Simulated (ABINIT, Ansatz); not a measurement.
# Quasiparticle gap of Cs2H6Pt (Fm-3m) in ABINIT

How does a plane-wave GW calculation on Cs2H6Pt (Fm-3m) run from the first input to the gap?

Main program and level: ABINIT 10.8.3; LDA and many-body steps on it, plane waves.

Most raw output is cut from this account.

**1. The starting structure**

Symmetry: Fm-3m, No. 225, cubic system. Conventional cell: a = 8.972 Å, b = 8.972 Å, c = 8.972 Å, α = 90.00°, β = 90.00°, γ = 90.00°. Cs has 12 H at 3.23 Å nearest. Nearest to H lie 1 Pt at 1.64 Å and 4 H at 2.32 Å and 4 Cs at 3.23 Å. Nearest to Pt lie 6 H at 1.64 Å. Farther neighbours are not listed.

The cell and positions are those that the Materials Project relaxed with its own functionals (PBE, PBE+U or r2SCAN), kept fixed. Spin-orbit coupling is left out unless a step names it.

**2. Ground state**

This step: ABINIT 10.8.3; DFT, LDA, plane waves, norm-conserving pseudopotentials.

The ground-state density comes first.

Input file run.abi:

```
acell 3*1.0 Angstrom
rprim 
  0.000000000000 4.486174700000 4.486174700000
  4.486174700000 0.000000000000 4.486174700000
  4.486174700000 4.486174700000 0.000000000000
ntypat 3
znucl 55 1 78
natom 9
typat 1 1 2 2 2 2 2 2 3
xred 
  0.750000000000 0.750000000000 0.750000000000
  0.250000000000 0.250000000000 0.250000000000
  0.816861770000 0.816861770000 0.183138230000
  0.183138230000 0.816861770000 0.183138230000
  0.816861770000 0.183138230000 0.183138230000
  0.183138230000 0.183138230000 0.816861770000
  0.816861770000 0.183138230000 0.816861770000
  0.183138230000 0.816861770000 0.816861770000
  0.000000000000 0.000000000000 0.000000000000
pp_dirpath "pseudos"
pseudos "Cs.upf, H.upf, Pt.upf"
ecut 34
ngkpt 4 4 4
nshiftk 1
shiftk 0 0 0
kptopt 1
chksymbreak 0
nband 29
occopt 1
tolvrs 1e-10
nstep 60
prtwf 0
optforces 0
optstress 0
indata_prefix "in"
outdata_prefix "out"
tmpdata_prefix "tmp"
```

On the command line:

```console
> OMP_NUM_THREADS=1 mpirun -n 4 abinit run.abi > log
```

The job ended after 43 s (4 MPI ranks of Arm Neoverse V1, shared host; peak memory 0.52 GiB).

Numbers from this step:

- total energy: -4929.2893 eV
- gap: 3.620 eV
- k of the valence top: 0.5, 0.5, 0
- k of the conduction bottom: 0.5, 0.5, 0
- least direct gap: 3.620 eV

The gap is direct, at (0.500, 0.500, 0.000).

**3. Bands along the symmetry lines**

The cheap functional maps the bands first; the places of the edges decide which points the dearer methods must see.

Changes to run.abi since step 2:

```diff
@@ -22,14 +22,40 @@
 ecut 34
-ngkpt 4 4 4
-nshiftk 1
-shiftk 0 0 0
-kptopt 1
-chksymbreak 0
-nband 29
-occopt 1
-tolvrs 1e-10
-nstep 60
+iscf -2
+irdden 1
+kptopt 0
+nkpt 26
+kpt 
+  0.00000000 0.00000000 0.00000000
+  0.12500000 0.00000000 0.12500000
+  0.25000000 0.00000000 0.25000000
+  0.37500000 0.00000000 0.37500000
+  0.50000000 0.00000000 0.50000000
+  0.53125000 0.06250000 0.53125000
+  0.56250000 0.12500000 0.56250000
+  0.59375000 0.18750000 0.59375000
+  0.62500000 0.25000000 0.62500000
+  0.37500000 0.37500000 0.75000000
+  0.28125000 0.28125000 0.56250000
+  0.18750000 0.18750000 0.37500000
+  0.09375000 0.09375000 0.18750000
+  0.00000000 0.00000000 0.00000000
+  0.12500000 0.12500000 0.12500000
+  0.25000000 0.25000000 0.25000000
+  0.37500000 0.37500000 0.37500000
+  0.50000000 0.50000000 0.50000000
+  0.50000000 0.43750000 0.56250000
+  0.50000000 0.37500000 0.62500000
+  0.50000000 0.31250000 0.68750000
+  0.50000000 0.25000000 0.75000000
+  0.50000000 0.18750000 0.68750000
+  0.50000000 0.12500000 0.62500000
+  0.50000000 0.06250000 0.56250000
+  0.50000000 0.00000000 0.50000000
+istwfk *1
+nband 28
+nbdbuf 2
+tolwfr 1e-08
+nstep 40
 prtwf 0
-optforces 0
-optstress 0
+prtvol 0
 indata_prefix "in"
```

Wall time 71 s (4 MPI ranks); peak memory 0.48 GiB; 4.7 min of CPU time.

Numbers from this step:

* gap: 3.620 eV
* k of the valence top: 0.5, 0, 0.5
* k of the conduction bottom: 0.5, 0, 0.5
* least direct gap: 3.620 eV

The gap is 3.620 eV, as in the run before at this level.

Electronic bands along the path, in eV, zero at the top of the highest filled band:

```tsv
point	band 18	band 19	band 20	band 21	band 22	band 23	band 24	band 25
Γ	-0.79	-0.53	-0.53	-0.53	4.14	4.66	4.66	7.65
halfway	-0.83	-0.66	-0.25	-0.25	4.27	4.94	5.26	6.61
X	-0.85	-0.73	0.00	0.00	3.62	5.39	5.55	6.29
halfway	-0.85	-0.65	-0.04	-0.01	3.66	5.45	5.63	5.84
U	-0.84	-0.51	-0.14	-0.05	3.79	5.38	5.58	5.87
jump to K	-0.84	-0.51	-0.14	-0.05	3.79	5.38	5.58	5.87
halfway	-0.81	-0.47	-0.34	-0.31	4.62	4.75	5.23	6.34
Γ	-0.79	-0.53	-0.53	-0.53	4.14	4.66	4.66	7.65
halfway	-0.81	-0.50	-0.38	-0.38	4.76	4.76	4.88	6.44
L	-0.82	-0.49	-0.22	-0.22	4.89	4.89	5.42	5.94
halfway	-0.84	-0.39	-0.28	-0.12	4.13	5.06	5.93	6.02
W	-0.85	-0.33	-0.33	-0.01	3.76	5.35	5.72	5.72
halfway	-0.85	-0.59	-0.09	0.00	3.69	5.50	5.67	5.68
X	-0.85	-0.73	0.00	0.00	3.62	5.39	5.55	6.29
```

**4. Empty states on the mesh, 2×2×2 mesh, 344 bands**

The sums over transitions need many empty states on a uniform mesh; this step solves for them.

Input file run.abi:

```
acell 3*1.0 Angstrom
rprim 
  0.000000000000 4.486174700000 4.486174700000
  4.486174700000 0.000000000000 4.486174700000
  4.486174700000 4.486174700000 0.000000000000
ntypat 3
znucl 55 1 78
natom 9
typat 1 1 2 2 2 2 2 2 3
xred 
  0.750000000000 0.750000000000 0.750000000000
  0.250000000000 0.250000000000 0.250000000000
  0.816861770000 0.816861770000 0.183138230000
  0.183138230000 0.816861770000 0.183138230000
  0.816861770000 0.183138230000 0.183138230000
  0.183138230000 0.183138230000 0.816861770000
  0.816861770000 0.183138230000 0.816861770000
  0.183138230000 0.816861770000 0.816861770000
  0.000000000000 0.000000000000 0.000000000000
pp_dirpath "pseudos"
pseudos "Cs.upf, H.upf, Pt.upf"
ecut 34
ngkpt 2 2 2
nshiftk 1
shiftk 0 0 0
kptopt 1
chksymbreak 0
iscf -2
irdden 1
istwfk *1
nband 344
nbdbuf 30
tolwfr 1e-09
nstep 60
prtvol 0
indata_prefix "in"
outdata_prefix "out"
tmpdata_prefix "tmp"
```

It took 5.6 min on 4 MPI ranks; peak memory 0.58 GiB.

This step gave:

| Property | Result |
| --- | --- |
| gap | 3.620 eV |
| k of the valence top | 0.5, 0.5, 0 |
| k of the conduction bottom | 0.5, 0.5, 0 |
| least direct gap | 3.620 eV |
| k points computed | 3 |
| lowest point of the top converged band, above the valence top | 73.8253 eV |

On this mesh the gap is 3.620 eV.

**5. Screening, 2×2×2 mesh, 314 bands, screening to 176.9 eV**

The RPA dielectric matrix is built and inverted for each q.

This step: RPA screening on LDA, plane waves, norm-conserving pseudopotentials.

Changes to run.abi since step 4:

```diff
@@ -27,10 +27,11 @@
 chksymbreak 0
-iscf -2
-irdden 1
 istwfk *1
-nband 344
-nbdbuf 30
-tolwfr 1e-09
-nstep 60
-prtvol 0
+occopt 1
+irdwfk 1
+optdriver 3
+nband 314
+ecuteps 6.5
+inclvkb 2
+awtr 1
+symchi 1
 indata_prefix "in"
```

It took 2.1 min on 4 MPI ranks; peak memory 3.1 GiB; 8.3 min of CPU time.

Numbers from this step:

```yaml
eps_infinity_with_local_fields_on_this_mesh_along_the_program_s_q_direction: 2.769
the_same_without_local_fields: 3.599
plasma_frequency: 17.91 eV
plane_waves_in_the_screening_matrix: 941
```

Local fields lower ε∞ by 23 %. On a Γ-centred mesh this coarse the value itself is usually too large, while a short band sum pulls it down.

**6. Self-energy, 2×2×2 mesh, 314 bands, screening to 176.9 eV**

The self-energy is evaluated for the states that the input lists, and the levels follow from it, in one-shot runs by the linearised quasiparticle equation.

This step: G0W0 on LDA, plane waves, norm-conserving pseudopotentials.

Changes to run.abi since step 5:

```diff
@@ -30,8 +30,17 @@
 irdwfk 1
-optdriver 3
+optdriver 4
 nband 314
+gwcalctyp 0
+ecutsigx 34
+symsigma 1
+nkptgw 2
+kptgw 
+  0.5000000000 0.5000000000 0.0000000000
+  0.0000000000 0.0000000000 0.0000000000
+bdgw 
+  20 23
+  19 24
 ecuteps 6.5
-inclvkb 2
-awtr 1
-symchi 1
+irdscr 1
+ppmodel 1
 indata_prefix "in"
```

Run time: 2 min. Hardware: 4 MPI ranks; peak memory 2.9 GiB.

Numbers from this step:

| Item | Value |
| --- | --- |
| G0W0 gap on the points computed | 5.842 eV |
| starting gap on the mesh | 3.620 eV |
| k of the valence top | 0.5, 0.5, 0 |
| k of the conduction bottom | 0.5, 0.5, 0 |
| Z at the valence top | 0.812 |
| Z at the conduction bottom | 0.853 |
| least direct G0W0 gap on the computed points | 5.842 eV |

The gap on the mesh goes from 3.62 eV to 5.84 eV, a correction of +2.22 eV.

Limits: finite bands, cutoff and mesh; no spin polarisation; d states lean on the start; no spin-orbit coupling; coarse k mesh. v1 is the top filled band, c1 the lowest empty one. The levels before and after the correction (eV, zero at the valence-band top of each column):

```tsv
	conduction bottom	valence top
Kohn-Sham	3.62	0.00
G0W0	5.84	0.00
```

```tsv
	level	energy (eV)
Kohn-Sham	(0.5 0.5 0) v2-v1	0.000
Kohn-Sham	(0.5 0.5 0) c1	3.620
Kohn-Sham	(0.5 0.5 0) c2	5.393
G0W0	(0.5 0.5 0) v2-v1	0.000
G0W0	(0.5 0.5 0) c1	5.842
G0W0	(0.5 0.5 0) c2	7.775
```

**7. Where the time went**

Times are wall times on 4 MPI ranks of Arm Neoverse V1, shared host, good to a factor of about two.

```tsv
step	time	share	memory (GiB)
ground state	43 s	6 %	0.52
bands along the symmetry lines	71 s	10 %	0.48
empty states on the mesh	5.6 min	49 %	0.58
screening	2.1 min	18 %	3.1
self-energy	2 min	17 %	2.9
```

**8. Results**

```yaml
lda_gap: 3.62 eV, direct
g0w0_gap_on_the_mesh: 5.84 eV
gw_settings: 2×2×2 mesh, 314 bands, screening to 176.9 eV, Godby-Needs plasmon pole
known_limits: not at the basis limit; no spin polarisation; d states lean on the start; no spin-orbit coupling; coarse k mesh
```

**Reading.** G0W0 moves the gap on the mesh from 3.62 eV to 5.84 eV (+2.22 eV), with Z of 0.81 and 0.85 at the edges. Local fields lower the RPA ε∞ on this mesh from 3.60 to 2.77; a Γ-centred mesh this coarse tends to raise both, most where the direct gap is narrow, while a short band sum lowers them. Only 2 of the mesh's irreducible points were corrected, so a valley elsewhere could overtake. The dearest step here is «empty states on the mesh». Bands and cutoff are finite, so the gap is not at the basis limit. The miss can reach some tenths of an eV and take either sign; the mesh is an error of its own. In the G0W0 run levels were corrected at 2 k points alone, so a gap called «on the mesh» is the least over those, and an edge elsewhere would be missed. The 2×2×2 mesh is coarse for this cell, which bears on the long-range parts of exchange and screening. The runs have no spin polarisation. For a closed low-spin shell that is the natural state; where a d or f shell is open it is a constraint, and the gap is then not the crystal's own. With d states at the gap, one-shot GW leans hard on its start. The many-body steps are scalar-relativistic: spin-orbit coupling is not in them.

[Paths, hosts, dates, memory and timing lines, banners, echoed tables and standing remarks are left out of the program output.]

[Logs are printed without paths, hosts, clocks, repeated set-up lines and the standing remarks that a program may print on its own settings, such as how far it seeks lower states.]

[Runs of the session that timed out or met a known fault of the program may be left out.]

[Hosts, paths, dates, database ids (printed as entryN), source tags and the programs' standing remarks are cut or masked in the printed files.]

[G0W0 gaps are taken among the corrected bands and points alone; a level outside them can change the order at an edge.]

[Where Ansatz stands beside ABINIT at settings called matched, ABINIT's density can come from a denser mesh and the files from another edition; pairs whose starting gaps differed by over 0.03 eV were left out, so agreement reads better than it is.]
